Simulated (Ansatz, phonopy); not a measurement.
# Quasi-harmonic thermodynamics of SiBi (hypothetical, Fm-3m), part 2 of 3

Wanted: α(T), C_P(T) and B(T) of SiBi (hypothetical) in the quasi-harmonic approximation. The compound is hypothetical: it was made by swapping elements on a known structure type.

Ansatz 0.2.0; DFT PBEsol, scalar-relativistic, plane waves, PAW.

So far. Step 2 (Probe on a coarse mesh): The start is under -3.0 GPa at this level and looks like a metal on this mesh. Step 4 (Tight relaxation): The residual pressure is -1.1e-4 GPa, small enough for phonons.

## 5. Phonons on strained cells, pressure 0 GPa, q-mesh 2×2×2

Thermal expansion follows from how the free energy of the vibrations (and of the electrons in a metal) changes with strain, so the program makes strained cells, their phonons and a fit in one run.

The input, input.yaml:

```yaml
crystal:
  lattice:
    - [0.0, 2.8989496043, 2.8989496043]
    - [2.8989496043, 0.0, 2.8989496043]
    - [2.8989496043, 2.8989496043, 0.0]
  atoms:
    - { symbol: Si, position: [0.0, 0.0, 0.0] }
    - { symbol: Bi, position: [0.5, 0.5, 0.5] }
kpoints:
  mp_grid: { grid: [12, 12, 12] }
hamiltonian:
  xc: pbesol
scf:
  occupations: { method: methfessel_paxton, width: 0.2 }
output:
  eigenvalues: true
phonons:
  method: dfpt
  qmesh: [2, 2, 2]
  temperatures: { t_max: 800.0, t_step: 50 }
  thermal_expansion: {}
```

The run is started by

```bash
> ansatz run input.yaml --threads 4 --pin off --max-ram 8192MiB --backend cpu --events-out ev --progress --plain --runs-dir out
```

Numbers of over 12 decimals in the logs are rounded to 6 here.

What it wrote:

```text
[...]
Crystal: 2 atoms, lattice volume = 48.725 Å³
Basis set: ecut = 487.2 eV, 1243 PW (Γ), exchange–correlation on 60×60×60 points (8 copies of the dense FFT grid, shifted against one another)
Bands: 14, of which v1, the nominal top of the filled ones, is band 10 counted from 1 (9 counted from 0)
Symmetry: 48 space group operations
[...]
k-points: 72 of 1728
[...]
SCF iter   1: F=—  HF=-12862.745790 eV  |F-HF|=—  |Δ(HF+E_count)|=         —  Δρ=2.33e-3  dr2=4.07e-3  ethr=1.77e-3  ⟨swp⟩=5.4  Hψ=5594  notcnv=0
[...]
SCF iter   9: F=-12862.743801 eV  HF=-12862.743801 eV  |F-HF|=1.09e-11  |Δ(HF+E_count)|=  1.82e-10  S|Δr|=    0.00e0  Δρ=1.09e-7  dr2=6.39e-12  ethr=1.00e-12  ⟨swp⟩=5.4  Hψ=5369  notcnv=0
SCF 1 converged in 9 iterations: F = -12862.743801 eV  dr2 = 6.39e-12
[...]
relax step   1: F+E_penalty+E_count = -12862.74380066 eV  Δ(F+E_penalty+E_count) = +0.000e0 eV  max|allowed force component| = 2.163e-29 eV/Å  Δτ_max = 0.0000 Å  (9 SCF iters, accepted)
SCF converged after 9 iterations
[...]
Free energy (F): -12862.743801 eV
[...]
Internal energy: -12862.743576 eV  (E = F + TS)
E sigma→0 (E₀):  -12862.743744 eV
Entropy (-TS):   -0.000225 eV (-0.113 meV/atom)
Fermi energy:    10.118747 eV
[...]
--- Stress (GPa, compression-positive) ---
       -0.002335       0.000000      -0.000000
       -0.000000      -0.002335      -0.000000
       -0.000000      -0.000000      -0.002335
  P = ⅓ Tr σ = -0.0023 GPa (-0.023 kbar)
--- Band table (eV; the first three rows and the last of 72) ---
  k-point 0: bands = [... 6 lower, 7.3946, 9.4226, 9.4226, 9.4226, 14.9991, 14.9991, 14.9991, 15.5307]
  k-point 1: bands = [... 6 lower, 6.7540, 9.4287, 9.4287, 9.8415, 14.4816, 14.4816, 14.5696, 15.5161]
  k-point 2: bands = [... 6 lower, 5.5390, 9.4587, 9.4587, 10.4040, 13.5346, 13.5346, 13.8102, 15.6786]
  k-point 71: bands = [... 6 lower, 2.9485, 5.3879, 5.3879, 11.4199, 11.6400, 15.7760, 15.7760, 18.6612]
── thermal expansion: 3 new cells, 3 in all ──
thermal expansion: relaxation of cell 2
thermal expansion: relaxation of cell 3
── thermal expansion: 2 new cells, 5 in all ──
thermal expansion: relaxation of cell 4
thermal expansion: lower-state search of cell 4
thermal expansion: electrons of cell 4
thermal expansion: phonons of cell 4
WARN: thermal expansion, phonons of cell 4: eigensolver did not converge (k=1): 1 band(s) unlocked after 20 sweeps at ethr=1.00e-12 eV (lowest unlocked band 13, counted from 0; max residual 2.50e-4 eV among the unlocked bands, 2.50e-4 eV over every band)
thermal expansion: relaxation of cell 5
thermal expansion: electrons of cell 1
thermal expansion: electrons of cell 2
thermal expansion: electrons of cell 3
thermal expansion: electrons of cell 5
thermal expansion: phonons of cell 5
[...]
── thermal expansion: 6 new cells, 11 in all ──
thermal expansion: relaxation of cell 6
thermal expansion: relaxation of cell 7
thermal expansion: relaxation of cell 8
thermal expansion: relaxation of cell 9
thermal expansion: relaxation of cell 10
thermal expansion: relaxation of cell 11
thermal expansion: electrons of cell 6
thermal expansion: electrons of cell 7
thermal expansion: electrons of cell 8
thermal expansion: electrons of cell 9
thermal expansion: electrons of cell 10
thermal expansion: electrons of cell 11
thermal expansion: phonons of cell 6
[...]
thermal expansion: phonons of cell 7
[...]
thermal expansion: phonons of cell 8
[...]
WARN: thermal expansion: eigensolver_not_converged in the phonons of 5 cells: 4, 5, 6, 7, 8
--- Relaxed structure (1 steps of the walk, 1 accepted, 0 SCFs on fresh bases) ---
  F+E_penalty+E_count = -12862.74380066 eV   max|allowed force component| = 2.163e-29 eV/Å
  atoms:
    - { symbol: Si, position: [0.0, 0.0, 0.0] }
    - { symbol: Bi, position: [0.5, 0.5, 0.5] }
--- Thermal expansion: 11 cells in 3 rounds, 0 GPa ---
  no lower state was reached at cell 4; its state was not examined: fill_not_monotonic
  without vibrations: a 4.09966, b 4.09966, c 4.09966 Å, V 48.7225 Å³, B 68.71 GPa
  at 0 K: a 4.10684, b 4.10684, c 4.10684 Å, V 48.9789 Å³, B 67.16 GPa
  zero-point expansion: a +0.175, b +0.175, c +0.175, V +0.526 %
      T/K        a/Å        b/Å        c/Å       V/Å³ | expansion of a, b, c, V (1e-6/K)   | that of V in the mean from 25 °C | C_P, C_V (J/mol K of the cell) | B_T, B_S (GPa)
     0.00    4.10684    4.10684    4.10684    48.9789 |    0.00    0.00    0.00    0.00 |   40.74 |     0.000     0.000 |    67.16    67.16
   100.00    4.10951    4.10951    4.10951    49.0744 |   13.08   13.08   13.08   39.24 |   51.58 |    37.776    37.477 |    65.89    66.41
   200.00    4.11601    4.11601    4.11601    49.3076 |   17.65   17.65   17.65   52.94 |   56.22 |    47.536    46.483 |    63.23    64.66
   298.15    4.12361    4.12361    4.12361    49.5812 |   19.83   19.83   19.83   59.50 |       - |    50.701    48.803 |    60.22    62.56
   350.00    4.12796    4.12796    4.12796    49.7384 |   20.88   20.88   20.88   62.64 |   61.16 |    51.822    49.417 |    58.47    61.32
   450.00    4.13703    4.13703    4.13703    50.0669 |   23.07   23.07   23.07   69.21 |   64.52 |    53.736    50.174 |    54.80    58.69
   550.00    4.14713    4.14713    4.14713    50.4344 |   25.80   25.80   25.80   77.40 |   68.33 |    55.750    50.681 |    50.66    55.73
   650.00    4.15856    4.15856    4.15856    50.8528 |   29.49   29.49   29.49   88.47 |   72.89 |    58.238    51.081 |    45.94    52.38
   750.00    4.17189    4.17189    4.17189    51.3434 |   34.90   34.90   34.90  104.70 |   78.66 |    61.724    51.435 |    40.47    48.57
   800.00    4.17956    4.17956    4.17956    51.6271 |   38.73   38.73   38.73  116.18 |   82.22 |    64.152    51.604 |    37.38    46.46
  the static fit leaves 0.001 meV an atom of the energies and, of the stresses, 0.001 GPa of each cell's largest along a strain (root mean squares over the cells), whose Pulay part it has at -0.008 GPa
  vibrations' free energy: its fit leaves 0.0030 meV an atom at the most
  the electrons' free energy at temperature is in it; its fit leaves 0.0005 meV an atom at the most
  free energies summed between the sampled wave vectors
  estimated error of the fitted expansion in any direction: up to 9.934e-6/K, at 800 K (an estimate, not a bound: it was exceeded on models of known expansion)
  by sums over the sampled wave vectors an expansion of the volume parts by up to 174.56e-6/K
  by a static energy of one degree less an expansion of the volume parts by up to 0.12e-6/K
  the FFT grids of the static calculations differ: 30 × 30 × 30, 32 × 32 × 32
  eigensolver_not_converged in the phonons of 5 cells: 4, 5, 6, 7, 8
```

The job ended after 6.1 min (4 threads of Arm Neoverse V1, shared host; peak memory 1.3 GiB; 23 min of CPU time).

Numbers from this step:

| Property | Result |
| --- | --- |
| pressure | -0.002335 GPa |
| volume expansion coefficient at 298 K | 59.50 1e-6/K |
| C_P at 298 K | 25.35 J/mol-atom/K |
| entropy at 298 K | 42.25 J/mol-atom/K |
| isothermal bulk modulus at 298 K | 60.22 GPa |
| Grüneisen parameter at 298 K | 2.192 |
| volume at 298 K | 24.79 Å³/atom |
| principal linear expansion coefficients at 298 K | 19.83, 19.83, 19.83 1e-6/K |

Strained cells of the study; zero-point energy where phonons were solved; the pressures are stresses at a fixed cutoff and can carry an offset from the finite basis. Expansion cells, by row:

```tsv
cell	|a| (Å)	|b| (Å)	|c| (Å)	V (Å³/atom)	E - E_lowest (meV/atom)	pressure, compression positive (GPa)	gap (eV)	zero-point energy (meV/atom)
1	4.1	4.1	4.1	24.36	0	-0.011	-	-
2	4.133	4.133	4.133	24.95	2.933	-1.565	-	-
3	4.067	4.067	4.067	23.79	3.041	1.724	-	-
4	4.1	4.1	4.1	24.37	0	-0.026	-	23.87
5	4.121	4.121	4.121	24.74	1.194	-1.018	-	23.05
6	4.144	4.144	4.144	25.16	5.222	-2.054	-	22.12
7	4.166	4.166	4.166	25.56	11.52	-2.955	-	21.23
8	4.188	4.188	4.188	25.97	20.14	-3.787	-	20.32
9	4.059	4.059	4.059	23.65	4.722	2.174	-	-
10	4.08	4.08	4.08	24.01	1.146	1.038	-	-
11	4.221	4.221	4.221	26.6	37.23	-4.916	-	-
```

Quasi-harmonic; a, b, c are the run's own cell vectors. Expansion, by row:

```tsv
T (K)	a (Å)	b (Å)	c (Å)	alpha (deg)	beta (deg)	gamma (deg)	cell volume (Å³/cell)	alpha_a (1e-6/K)	alpha_b (1e-6/K)	alpha_c (1e-6/K)	alpha_V (1e-6/K)	C_P (J/mol-atom/K)	C_V (J/mol-atom/K)	S (J/mol-atom/K)	B_T (GPa)	B_S (GPa)	Grueneisen	extrapolation	fit error (1e-6/K)
0	4.107	4.107	4.107	60	60	60	48.98	0	0	0	0	0	0	0	67.16	67.16	-	0	0
50	4.107	4.107	4.107	60	60	60	49	6.85	6.85	6.85	20.55	11.14	11.12	6.97	66.87	67	1.823	0	0.07
100	4.11	4.11	4.11	60	60	60	49.07	13.08	13.08	13.08	39.24	18.89	18.74	17.43	65.89	66.41	2.039	0	0.08
150	4.113	4.113	4.113	60	60	60	49.18	16.01	16.01	16.01	48.02	22.18	21.85	25.8	64.62	65.6	2.103	0	0.2
200	4.116	4.116	4.116	60	60	60	49.31	17.65	17.65	17.65	52.94	23.77	23.24	32.42	63.23	64.66	2.139	0	0.28
250	4.12	4.12	4.12	60	60	60	49.44	18.84	18.84	18.84	56.51	24.71	23.97	37.84	61.74	63.63	2.167	0	0.3
298.1	4.124	4.124	4.124	60	60	60	49.58	19.83	19.83	19.83	59.5	25.35	24.4	42.25	60.22	62.56	2.192	0	0.26
300	4.124	4.124	4.124	60	60	60	49.59	19.87	19.87	19.87	59.61	25.37	24.41	42.4	60.16	62.51	2.193	0	0.25
350	4.128	4.128	4.128	60	60	60	49.74	20.88	20.88	20.88	62.64	25.91	24.71	46.35	58.47	61.32	2.22	0	0.16
400	4.132	4.132	4.132	60	60	60	49.9	21.93	21.93	21.93	65.79	26.4	24.92	49.85	56.69	60.05	2.249	0	0.08
450	4.137	4.137	4.137	60	60	60	50.07	23.07	23.07	23.07	69.21	26.87	25.09	52.98	54.8	58.69	2.279	0	0.34
500	4.142	4.142	4.142	60	60	60	50.25	24.35	24.35	24.35	73.04	27.35	25.22	55.84	52.79	57.25	2.313	0	0.65
550	4.147	4.147	4.147	60	60	60	50.43	25.8	25.8	25.8	77.4	27.88	25.34	58.47	50.66	55.73	2.35	0	1
600	4.153	4.153	4.153	60	60	60	50.64	27.49	27.49	27.49	82.47	28.45	25.45	60.92	48.38	54.1	2.391	0	1.29
650	4.159	4.159	4.159	60	60	60	50.85	29.49	29.49	29.49	88.47	29.12	25.54	63.22	45.94	52.38	2.437	0	1.3
700	4.165	4.165	4.165	60	60	60	51.09	31.91	31.91	31.91	95.72	29.9	25.63	65.41	43.31	50.54	2.488	0	0.6
750	4.172	4.172	4.172	60	60	60	51.34	34.9	34.9	34.9	104.7	30.86	25.72	67.5	40.47	48.57	2.548	0	2.2
800	4.18	4.18	4.18	60	60	60	51.63	38.73	38.73	38.73	116.2	32.08	25.8	69.53	37.38	46.46	2.616	0	9.93
```

The expansion coefficient by temperature; values in 1e-6/K:

```tsv
temperature (K)	volume	principal 1
0	0	0
50	20.6	6.85
100	39.2	13.1
150	48.0	16.0
200	52.9	17.6
250	56.5	18.8
298	59.5	19.8
300	59.6	19.9
350	62.6	20.9
400	65.8	21.9
450	69.2	23.1
500	73.0	24.4
550	77.4	25.8
600	82.5	27.5
650	88.5	29.5
700	95.7	31.9
750	105	34.9
800	116	38.7
```

At 298 K the volume expansion is 59.5 × 10⁻⁶/K and B_T is 60.2 GPa. The q-mesh is coarse, so this is a first estimate. The program raised the cutoff to 487.2 eV by itself: with no cutoff typed, the study takes about 1.16 times the default for its relaxations and scales it with the volume for the phonons.

## 6. Quasi-harmonic fit by phonopy, pressure 0 GPa

This step: DFT PBEsol, scalar-relativistic, plane waves, PAW (phonopy 4.10.0).

Numbers from this step:

```
volume expansion coefficient at 300 K : 59.56 1e-6/K
isothermal bulk modulus at 300 K      : 60.18 GPa
C_P at 300 K                          : 25.46 J/mol-atom/K
Grüneisen parameter at 300 K          : 2.223
```

Energy (each curve on its own zero) against volume; values in meV/atom:

```tsv
volume (Å³/atom)	static	F at 0 K	F at 300 K	F at 800 K
24.368	0	1.75	5.86	15.2
24.735	1.19	2.13	4.46	9.7
25.155	5.22	5.23	5.39	5.69
25.558	11.5	10.6	8.56	3.83
25.968	20.1	18.3	13.8	3.63
```

Phonopy-qha, vinet fit of F(V) at each temperature. Qha vinet, by row:

```tsv
T (K)	fitted volume (Å³/atom)	alpha_V (1e-6/K)	B_T (GPa)	C_P (J/mol-atom/K)	Grueneisen
100	24.54	37.54	65.95	18.88	1.965
150	24.59	47.35	64.69	22.34	2.093
200	24.65	52.67	63.29	23.92	2.151
250	24.72	56.38	61.78	24.83	2.19
300	24.79	59.56	60.18	25.46	2.223
350	24.87	62.64	58.47	25.98	2.257
400	24.95	65.84	56.66	26.45	2.292
450	25.03	69.33	54.75	26.92	2.33
500	25.12	73.23	52.72	27.4	2.371
550	25.22	77.67	50.57	27.91	2.415
600	25.32	82.81	48.29	28.49	2.465
650	25.43	88.85	45.87	29.16	2.519
700	25.54	96.05	43.31	29.94	2.581
750	25.67	104.8	40.59	30.88	2.65
```

Table of volume expansion coefficient by temperature; values in 1e-6/K:

```tsv
temperature (K)	phonopy-qha, Vinet	Ansatz's own study
100	37.5	39.2
150	47.4	48.0
200	52.7	52.9
250	56.4	56.5
300	59.6	59.6
350	62.6	62.6
400	65.8	65.8
450	69.3	69.2
500	73.2	73.0
550	77.7	77.4
600	82.8	82.5
650	88.8	88.5
700	96.0	95.7
750	105	105
```

The fit gives a volume expansion of 59.6 × 10⁻⁶/K at 300 K, against 59.5 at 298 K from the study itself, whose static fit uses more cells.

(Part 2 of 3 ends here.)

[Logs are printed without paths, hosts, clocks, repeated set-up lines and the standing remarks that a program may print on its own settings, such as how far it seeks lower states.]

[Hosts, paths, dates, database ids (printed as entryN), source tags and the programs' standing remarks are cut or masked in the printed files.]

[A step with changed settings may run another functional than the one named; its input shows which.]

[Pressures of single members of a volume series are the stress at the run's cutoff; with an incomplete basis they can lie off −dE/dV of the same runs, and they are not shown converged.]
